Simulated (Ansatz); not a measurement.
# Sn wire along [110], 16 atoms a period, H-terminated: bands by functional, part 2 of 2

Wanted: the relaxed geometry and the bands of the Sn wire along [110], 16 atoms a period, H-terminated.

Ansatz 0.2.0; DFT PBE, plane waves, PAW; relaxation of a wire's period; PAW set soft_1 (the session's first sound run).

So far. Step 2 (The relaxed wire): The cell's length comes to 4.729 Å with spin left out.

### 3. The wire at its relaxed period

This step: DFT PBE, plane waves, PAW; bands of a perfect wire; PAW set soft_1 (Ansatz 0.2.0).

At the relaxed period the bands are computed along the axis; those that cross an energy going forward count the channels that a perfect wire would open there.

Input file input.yaml:

```yaml
crystal:
  lattice:
    - [20.458, 0.0, 0.0]
    - [0.0, 19.062, 0.0]
    - [0.0, 0.0, 4.729176055]
  atoms:
    - { symbol: Sn, position: [0.378908815, 0.622565221, 0.0] }
    - { symbol: H, position: [0.411592913, 0.817768787, 0.0] }
    - { symbol: Sn, position: [0.461019921, 0.743291653, 0.0] }
    - { symbol: Sn, position: [0.459768058, 0.5, 0.0] }
    - { symbol: Sn, position: [0.700133496, 0.620571138, 0.0] }
    - { symbol: H, position: [0.749070134, 0.695451122, 0.0] }
    - { symbol: Sn, position: [0.781391297, 0.5, 0.0] }
    - { symbol: H, position: [0.1681551, 0.5, 0.206041793] }
    - { symbol: H, position: [0.8318449, 0.5, 0.293958207] }
    - { symbol: Sn, position: [0.218608703, 0.5, 0.5] }
    - { symbol: H, position: [0.250929866, 0.304548878, 0.5] }
    - { symbol: H, position: [0.250929866, 0.695451122, 0.5] }
    - { symbol: Sn, position: [0.299866504, 0.379428862, 0.5] }
    - { symbol: Sn, position: [0.299866504, 0.620571138, 0.5] }
    - { symbol: Sn, position: [0.538980079, 0.256708347, 0.5] }
    - { symbol: Sn, position: [0.538980079, 0.743291653, 0.5] }
    - { symbol: Sn, position: [0.540231942, 0.5, 0.5] }
    - { symbol: H, position: [0.588407087, 0.182231213, 0.5] }
    - { symbol: H, position: [0.588407087, 0.817768787, 0.5] }
    - { symbol: Sn, position: [0.621091185, 0.377434779, 0.5] }
    - { symbol: Sn, position: [0.621091185, 0.622565221, 0.5] }
    - { symbol: H, position: [0.8318449, 0.5, 0.706041793] }
    - { symbol: H, position: [0.1681551, 0.5, 0.793958207] }
    - { symbol: Sn, position: [0.378908815, 0.377434779, 0.0] }
    - { symbol: H, position: [0.411592913, 0.182231213, 0.0] }
    - { symbol: Sn, position: [0.461019921, 0.256708347, 0.0] }
    - { symbol: Sn, position: [0.700133496, 0.379428862, 0.0] }
    - { symbol: H, position: [0.749070134, 0.304548878, 0.0] }
kpoints:
  mp_grid: { grid: [1, 1, 17] }
  band_path: { path: ["Γ", Z], npoints: 90 }
scf:
  occupations: { method: fermi_dirac, width: 0.05 }
hamiltonian:
  xc: pbe
  pseudopotentials: { kind: paw, azcp: { folder: soft_1 } }
output:
  dos: { e_range: [-5, 4] }
  write_potential: true
  write_density: true
  volumetric_format: npy
```

Run with:

```sh
> ansatz run input.yaml --threads 4 --pin off --max-ram 16384MiB --backend cpu --events-out ev --progress --plain --runs-dir out
```

Numbers of over 12 decimals in the logs are rounded to 6 here.

What it wrote:

```text
[...]
Crystal: 28 atoms, lattice volume = 1844.239 Å³
Basis set: ecut = 420 eV, 35997 PW (Γ)
Bands: 146, of which v1, the nominal top of the filled ones, is band 118 counted from 1 (117 counted from 0)
Symmetry: 8 space group operations
[...]
k-points: 9 of 17
[...]
SCF iter   1: F=—  HF=-96577.235001 eV  |F-HF|=—  |Δ(HF+E_count)|=         —  Δρ=2.56e-2  dr2=1.29e1  ethr=3.10e-3  ⟨swp⟩=6.8  Hψ=6024  notcnv=0  defer=49
[...]
SCF iter  11: F=-96573.705031 eV  HF=-96573.705031 eV  |F-HF|=1.18e-8  |Δ(HF+E_count)|=   4.31e-7  Δρ=8.84e-7  dr2=3.26e-8  ethr=4.24e-11  ⟨swp⟩=16.3  Hψ=6065  notcnv=0
SCF 1 converged in 11 iterations: F = -96573.705031 eV  dr2 = 3.26e-8
[...]
NSCF: frozen V_eff on 91 k-points
WARN: The output density's exchange-correlation potential varies sharply where the density is thin. Do not read a vacuum level from v_tot or v_xc, or from such a field of the output density. On a cell that repeats whose density bears no net charge and no dipole along the vacuum's axis use v_es (v_loc + v_h of the components); under efield.dipole_correction with no amplitude use v_es + v_field, which holds any externa [...]
SCF converged after 11 iterations
Free energy (F): -96573.705031 eV
[...]
Internal energy: -96573.705016 eV  (E = F + TS)
E sigma→0 (E₀):  -96573.705024 eV
Entropy (-TS):   -0.000015 eV (-0.001 meV/atom)
Fermi energy:    -0.688433 eV
[...]
--- Band table (eV; the first three rows and the last of 9) ---
  k-point 0: bands = [... 114 lower, -1.7946, -1.7933, -1.3877, -1.1384, -0.2374, -0.0358, -0.0094, 0.0937, ... 24 higher]
  k-point 1: bands = [... 114 lower, -1.7782, -1.6871, -1.5647, -1.4089, 0.0400, 0.1603, 0.1878, 0.3284, ... 24 higher]
  k-point 2: bands = [... 114 lower, -1.8133, -1.8102, -1.8038, -1.6319, 0.4452, 0.5775, 0.5982, 0.7403, ... 24 higher]
  k-point 8: bands = [... 114 lower, -2.3760, -2.3416, -2.2743, -2.1951, 0.5187, 0.5757, 1.0024, 1.0687, ... 24 higher]
```

It took 6 min on 4 threads of Intel Xeon Platinum 8259CL at 2.50GHz (Skylake/Cascade Lake), shared host; peak memory 12 GiB; 22 min of CPU time.

This step gave:

| Property | Result |
| --- | --- |
| band gap | 0.9009 eV |

The electronic bands at the labelled points (eV, zero at the Fermi level; v1 is the highest filled band, c1 the lowest empty one):

```csv
point,v4,v3,v2,v1,c1,c2,c3,c4
Γ,-1.11,-1.10,-0.70,-0.45,0.45,0.65,0.68,0.78
halfway,-1.40,-1.33,-1.26,-1.16,1.40,1.51,1.84,1.90
Z,-1.68,-1.68,-1.55,-1.55,1.23,1.23,1.72,1.72
```

The gap is 0.901 eV, with spin left out.

The path shows a direct gap of 0.90 eV (valence top at Γ, conduction bottom at Γ).

### 4. Levels at the same atoms, cutoff 500 eV, k-mesh 1×1×13

This step: DFT r2SCAN, plane waves, PAW; bands of a perfect wire at the PBE geometry; PAW set soft_1 (Ansatz 0.2.0).

The atoms stay at the PBE geometry and the functional changes. r2SCAN also reads the kinetic-energy density; it often gives larger moments and wider gaps than PBE, at a higher cost. Against the first PBE run of this kind, the cutoff is 500 eV against 420 and the mesh along the wire has 13 points against 17.

Changes to input.yaml since step 3:

```diff
@@ -35,3 +35,3 @@
 kpoints:
-  mp_grid: { grid: [1, 1, 17] }
+  mp_grid: { grid: [1, 1, 13] }
   band_path: { path: ["Γ", Z], npoints: 90 }
@@ -40,8 +40,3 @@
 hamiltonian:
-  xc: pbe
+  xc: r2scan
   pseudopotentials: { kind: paw, azcp: { folder: soft_1 } }
-output:
-  dos: { e_range: [-5, 4] }
-  write_potential: true
-  write_density: true
-  volumetric_format: npy
```

What it wrote:

```text
[...]
Crystal: 28 atoms, lattice volume = 1844.239 Å³
Basis set: ecut = 500 eV, 46847 PW (Γ), exchange–correlation on 600×576×144 points (64 copies of the dense FFT grid, shifted against one another)
Bands: 146, of which v1, the nominal top of the filled ones, is band 118 counted from 1 (117 counted from 0)
Symmetry: 8 space group operations
[...]
k-points: 7 of 13
[...]
SCF iter   1: F=—  HF=-96806.820407 eV  |F-HF|=—  |Δ(HF+E_count)|=         —  Δρ=2.45e-2  dr2=1.16e1  dr2_τ=9.34e-2  ethr=3.10e-3  ⟨swp⟩=7.0  Hψ=4129  notcnv=0  defer=35
[...]
SCF iter  11: F=-96804.932071 eV  HF=-96804.932071 eV  |F-HF|=3.34e-8  |Δ(HF+E_count)|=   5.87e-7  Δρ=8.30e-7  dr2=2.86e-8  dr2_τ=4.70e-10  ethr=4.24e-11  ⟨swp⟩=16.3  Hψ=4476  notcnv=0
SCF 1 converged in 11 iterations: F = -96804.932071 eV  dr2 = 2.86e-8
[...]
WARN: pass on a band path, mesh or list of k-points: the 91 k-points are solved 32 at a time at the most, because the 14.40 GiB of host memory that the pass is priced against does not hold them all with the solver's workspace as planned. The pass can take longer, above all where fewer k-points are solved at a time than the run has threads. As a rule a larger memory budget leaves room for more at once. The budget is what a run with no `--max-ram-frac` typed is planned for, 0.8 of the host's memory or its container's limit. More memory there lifts it, and so does a share over 0.88 that is typed (of such a share the budget is ten elevenths): [rest of the remark cut]
SCF converged after 11 iterations
Free energy (F): -96804.932071 eV
[...]
Internal energy: -96804.932069 eV  (E = F + TS)
E sigma→0 (E₀):  -96804.932070 eV
Entropy (-TS):   -0.000001 eV (-0.000 meV/atom)
Fermi energy:    -0.698630 eV
[...]
--- Band table (eV; the first three rows and the last of 7) ---
  k-point 0: bands = [... 114 lower, -1.9875, -1.9856, -1.5595, -1.2959, -0.0973, 0.0491, 0.0740, 0.1895, ... 24 higher]
  k-point 1: bands = [... 114 lower, -1.9769, -1.8365, -1.8314, -1.6875, 0.3083, 0.3707, 0.3946, 0.5680, ... 24 higher]
  k-point 2: bands = [... 114 lower, -2.1537, -2.0650, -2.0500, -1.8360, 0.7655, 0.9561, 0.9722, 1.0014, ... 24 higher]
  k-point 6: bands = [... 114 lower, -2.5977, -2.5573, -2.5062, -2.3992, 0.6251, 0.7063, 1.0596, 1.1441, ... 24 higher]
```

Elapsed: 12 min, on 4 threads; peak memory 11 GiB; 45 min of CPU time.

This step gave:

| Item | Value |
| --- | --- |
| band gap | 1.199 eV |

Electronic bands along the path, in eV, zero at the Fermi level; v1 is the highest filled band, c1 the lowest empty one:

```csv
point,v4,v3,v2,v1,c1,c2,c3,c4
Γ,-1.29,-1.29,-0.86,-0.60,0.60,0.75,0.77,0.89
halfway,-1.60,-1.53,-1.45,-1.35,1.54,1.66,1.94,1.99
Z,-1.89,-1.89,-1.76,-1.76,1.36,1.36,1.80,1.80
```

The gap is 1.20 eV, against 0.901 eV under PBE at the relaxed period.

### 5. Levels at the same atoms, level HSE06, cutoff 420 eV

This step: DFT HSE06, plane waves, PAW; levels of a perfect wire at the PBE geometry; PAW set soft_1 (Ansatz 0.2.0).

The atoms stay at the PBE geometry and the functional changes. HSE06 mixes in a quarter of short-range exact exchange, which removes part of the self-interaction that closes gaps; it is dear, so the mesh is thinner and no path is run. Against the first PBE run of this kind, the mesh along the wire has 7 points against 17.

Changes to input.yaml since step 4:

```diff
@@ -35,4 +35,3 @@
 kpoints:
-  mp_grid: { grid: [1, 1, 13] }
-  band_path: { path: ["Γ", Z], npoints: 90 }
+  mp_grid: { grid: [1, 1, 7] }
 scf:
@@ -40,3 +39,3 @@
 hamiltonian:
-  xc: r2scan
+  xc: hse06
   pseudopotentials: { kind: paw, azcp: { folder: soft_1 } }
```

What it wrote:

```text
[...]
exact exchange (on PAW files that of the plane waves, all of it where the separable form is declined too) is computed from pair densities and not by density-matrix convolution, because memory is short: the convolution, which is usually faster, keeps the exchange operator as a matrix at each irreducible k-point or, where blocks serve (scf.exx.build), one block of their elements at a time (for builds on a GPU, the tabl [...]
Crystal: 28 atoms, lattice volume = 1844.239 Å³
[...]
Fermi energy:    -0.701127 eV
[...]
--- Band table (eV) ---
  k-point 0: bands = [... 114 lower, -2.1692, -2.1604, -1.7204, -1.4446, 0.0463]
  k-point 1: bands = [... 114 lower, -2.2847, -2.2340, -2.2218, -2.0036, 0.8886]
  k-point 2: bands = [... 114 lower, -2.5462, -2.5048, -2.3807, -2.3381, 0.9650]
  k-point 3: bands = [... 114 lower, -2.7627, -2.7324, -2.7323, -2.5493, 0.7870]
  guard bands above this table: 27 of the run's 146 bands. The solve was not asked for them (output.publish_guard_bands: true or output.eigenvalues: true publishes all)
[key lines of the parts left out:]
Free energy (F): -96640.439969 eV
```

Run time: 31 min. Hardware: 4 threads; peak memory 8.2 GiB; 1.8 h of CPU time.

Numbers from this step:

| Item | Value |
| --- | --- |
| band gap | 1.491 eV |

The gap is 1.49 eV, against 0.901 eV under PBE at the relaxed period.

### 6. Two-component spinors, k-mesh 1×1×11

This step: DFT PBE, plane waves, fully relativistic PAW; bands of a perfect wire with spin-orbit coupling; PAW set soft_1 (Ansatz 0.2.0).

Spin-orbit coupling mixes the spins and splits bands that cross or touch without it, so it can open or close channels. Fully relativistic datasets take the place of the scalar ones.

Changes to input.yaml since step 5:

```diff
@@ -35,3 +35,4 @@
 kpoints:
-  mp_grid: { grid: [1, 1, 7] }
+  mp_grid: { grid: [1, 1, 11] }
+  band_path: { path: ["Γ", Z], npoints: 90 }
 scf:
@@ -39,3 +40,6 @@
 hamiltonian:
-  xc: hse06
-  pseudopotentials: { kind: paw, azcp: { folder: soft_1 } }
+  xc: pbe
+  pseudopotentials: { kind: paw_fr, azcp: { folder: soft_1 } }
+magnetization:
+  noncollinear: true
+  spin_orbit: true
```

What it wrote:

```text
Engine: ansatz 0.2.0, x86_64-unknown-linux-gnu
Pseudopotentials: kind: paw_fr
Pseudopotential: Sn, paw, valence charge 14, recommended cutoff 420 eV (normal), soft_1/Sn.paw.azcp
Pseudopotential: H, paw, valence charge 1, recommended cutoff 420 eV (normal), soft_1/H.paw.azcp
Functional definition: PBE
  parameter kappa = 0.804
  parameter beta = 0.066725
  exchange = pbe_x(kappa = kappa, mu = beta*pi^2/3)
  correlation = pbe_c(beta = beta)
non-collinear run that drives no moment, with spin-orbit: no starting moment large enough to seed its density (crystal.atoms[].spin), no starting occupations that ask for one, no magnetisation constraint and no magnetic field, so the semilocal B_xc is pinned to zero
Crystal: 28 atoms, lattice volume = 1844.239 Å³
Basis set: ecut = 420 eV, 35997 PW (Γ)
Bands: 292, of which v1, the nominal top of the filled ones, is band 236 counted from 1 (235 counted from 0)
Symmetry: 8 space group operations + 8 with time reversal
Magnetic group: BNS 51.290 (UNI 388), of the structure as read, at distance tolerance 1.2e-4 Å
k-points: 6 of 11
Projection manifold: j_resolved (fully-relativistic pseudo-atomic orbitals)
Non-local potential: Sn, projectors of the file, resolved by j, l = 0: 2, l = 1: 4, l = 2: 4, l = 3: 2
Non-local potential: H, projectors of the file, resolved by j, l = 0: 2, l = 1: 2
PAW form: soft (Blöchl's): semilocal exchange-correlation on the pseudo side does not see the compensation charge
PAW one-centre angular grid: Sn, 590 points (default); XC on 96 Gauss nodes
PAW one-centre angular grid: H, 110 points (default); XC on 64 Gauss nodes
Initial density: superposition of atomic densities (neutral atoms: chi_scale 0, normalization atom)
Initial wavefunctions: pseudopotential atomic-orbital guess
Functional: x = pbe(κ = 0.804, μ = 0.219515), c = pbe(β = 0.066725)
SCF iter   1: F=—  HF=-96611.575441 eV  |F-HF|=—  |Δ(HF+E_count)|=         —  Δρ=2.55e-2  dr2=1.28e1  dr2_m=0.00e0 (ungated)  ethr=3.10e-3  |M|=0.00e0 ∫|m|=0.00e0 μB  |m|>n=0.0e0 m-floor=0.0e0 τ_xc=0.0e0  β_m=0.30  ⟨swp⟩=7.2  Hψ=3851  notcnv=0  defer=76
preconditioner: auto → Resta (q_TF=auto, 1.937 Å⁻¹)  ε∞=1.9  [insulator: Δε(μ)=0.681 eV  Ē_g=7.763 eV  σ=0.050 eV  W_gap=1.00  n_scr=244 (ndim 8)  ℏωp=7.5 eV  f_vac=0.577  D(μ)=0.01/eV (n_scr^D=0)  ε∞_Penn≈1.9  vacuum switching on, ρ_ref=4.4e-3 e/Å³]
spin=Noncollinear: Resta preconditioning applied to the charge; magnetization (m_x, m_y, m_z) channels mix plain (no charge-response kernel on spin).
SCF iter   2: F=—  HF=-96609.362971 eV  |F-HF|=—  |Δ(HF+E_count)|=    2.21e0  Δρ=1.58e-2  dr2=4.85e0  dr2_m=0.00e0 (ungated)  ethr=3.10e-3  |M|=0.00e0 ∫|m|=0.00e0 μB  |m|>n=0.0e0 m-floor=0.0e0 τ_xc=0.0e0  β_m=0.51  ⟨swp⟩=3.0  Hψ=1108  notcnv=0  defer=256
SCF iter   3: F=—  HF=-96608.206829 eV  |F-HF|=—  |Δ(HF+E_count)|=    1.16e0  Δρ=3.99e-3  dr2=8.89e-1  dr2_m=0.00e0 (ungated)  ethr=2.06e-3  |M|=0.00e0 ∫|m|=0.00e0 μB  |m|>n=0.0e0 m-floor=0.0e0 τ_xc=0.0e0  β_m=0.50  ⟨swp⟩=3.8  Hψ=1093  notcnv=0  defer=252
SCF iter   4: F=—  HF=-96608.084708 eV  |F-HF|=—  |Δ(HF+E_count)|=   1.22e-1  Δρ=1.40e-3  dr2=7.02e-2  dr2_m=0.00e0 (ungated)  ethr=3.77e-4  |M|=0.00e0 ∫|m|=0.00e0 μB  |m|>n=0.0e0 m-floor=0.0e0 τ_xc=0.0e0  β_m=0.57  ⟨swp⟩=4.2  Hψ=1095  notcnv=0  defer=252
SCF iter   5: F=—  HF=-96608.090517 eV  |F-HF|=—  |Δ(HF+E_count)|=   5.81e-3  Δρ=5.23e-4  dr2=1.25e-2  dr2_m=0.00e0 (ungated)  ethr=2.98e-5  |M|=0.00e0 ∫|m|=0.00e0 μB  |m|>n=0.0e0 m-floor=0.0e0 τ_xc=0.0e0  β_m=0.57  ⟨swp⟩=2.3  Hψ=1067  notcnv=0  defer=256
SCF iter   6: F=—  HF=-96608.092353 eV  |F-HF|=—  |Δ(HF+E_count)|=   1.84e-3  Δρ=2.64e-4  dr2=2.91e-3  dr2_m=0.00e0 (ungated)  ethr=5.29e-6  |M|=0.00e0 ∫|m|=0.00e0 μB  |m|>n=0.0e0 m-floor=0.0e0 τ_xc=0.0e0  β_m=0.58  ⟨swp⟩=2.0  Hψ=943  notcnv=0  defer=256
SCF iter   7: F=—  HF=-96608.093163 eV  |F-HF|=—  |Δ(HF+E_count)|=   8.10e-4  Δρ=1.03e-4  dr2=2.37e-4  dr2_m=0.00e0 (ungated)  ethr=1.23e-6  |M|=0.00e0 ∫|m|=0.00e0 μB  |m|>n=0.0e0 m-floor=0.0e0 τ_xc=0.0e0  β_m=0.63  ⟨swp⟩=2.0  Hψ=886  notcnv=0  defer=256
SCF iter   8: F=—  HF=-96608.093458 eV  |F-HF|=—  |Δ(HF+E_count)|=   2.96e-4  Δρ=2.65e-5  dr2=1.49e-5  dr2_m=0.00e0 (ungated)  ethr=1.00e-7  |M|=0.00e0 ∫|m|=0.00e0 μB  |m|>n=0.0e0 m-floor=0.0e0 τ_xc=0.0e0  β_m=0.72  ⟨swp⟩=2.0  Hψ=976  notcnv=0  defer=256
SCF iter   9: F=—  HF=-96608.093501 eV  |F-HF|=—  |Δ(HF+E_count)|=   4.29e-5  Δρ=7.41e-6  dr2=1.75e-6  dr2_m=0.00e0 (ungated)  ethr=6.30e-9  |M|=0.00e0 ∫|m|=0.00e0 μB  |m|>n=0.0e0 m-floor=0.0e0 τ_xc=0.0e0  β_m=0.72  ⟨swp⟩=3.0  Hψ=1673  notcnv=0  defer=256
SCF iter  10: F=—  HF=-96608.093504 eV  |F-HF|=—  |Δ(HF+E_count)|=   2.77e-6  Δρ=2.88e-6  dr2=1.92e-7  dr2_m=0.00e0 (ungated)  ethr=7.43e-10  |M|=0.00e0 ∫|m|=0.00e0 μB  |m|>n=0.0e0 m-floor=0.0e0 τ_xc=0.0e0  β_m=0.76  ⟨swp⟩=2.0  Hψ=1289  notcnv=0  defer=256
SCF iter  11: F=-96608.093505 eV  HF=-96608.093505 eV  |F-HF|=6.20e-9  |Δ(HF+E_count)|=   4.58e-7  Δρ=7.58e-7  dr2=3.25e-8  dr2_m=0.00e0 (ungated)  ethr=4.24e-11  |M|=0.00e0 ∫|m|=0.00e0 μB  |m|>n=0.0e0 m-floor=0.0e0 τ_xc=0.0e0  ⟨swp⟩=52.8  Hψ=4756  notcnv=0
SCF 1 converged in 11 iterations: F = -96608.093505 eV  dr2 = 3.25e-8
[...]
NSCF: frozen V_eff on 91 k-points
WARN: pass on a band path, mesh or list of k-points: the 91 k-points are solved 8 at a time at the most, because the 14.40 GiB of host memory that the pass is priced against does not hold them all with the solver's workspace as planned. The pass can take longer, above all where fewer k-points are solved at a time than the run has threads. As a rule a larger memory budget leaves room for more at once. The budget is what a run with no `--max-ram-frac` typed is planned for, 0.8 of the host's memory or its container's limit. More memory there lifts it, and so does a share over 0.88 that is typed (of such a share the budget is ten elevenths): [rest of the remark cut]
```

Elapsed: 1.9 h, on 4 threads; peak memory 12 GiB.

The run was cut off at the time limit after its SCF cycle had converged; no result of it is taken.

### 7. What came out

```yaml
cell_length_pbe: 4.729 Å
gap_pbe: 0.901 eV
gap_r2scan: 1.20 eV
gap_hse06: 1.49 eV
```

In words: Under PBE the cell's length is 4.73 Å, and a gap of 0.90 eV makes it a semiconductor. At the relaxed period the wire is gapped under every functional, from 0.90 eV (PBE) to 1.49 eV (HSE06). Weak screening in one dimension makes quasiparticle gaps larger than the semilocal gaps, as a rule. A hybrid's gap is read on a coarse mesh, without a band path.

[Logs are printed without paths, hosts, clocks, repeated set-up lines and the standing remarks that a program may print on its own settings, such as how far it seeks lower states.]

[Hosts, paths, dates, database ids (printed as entryN), source tags and the programs' standing remarks are cut or masked in the printed files.]
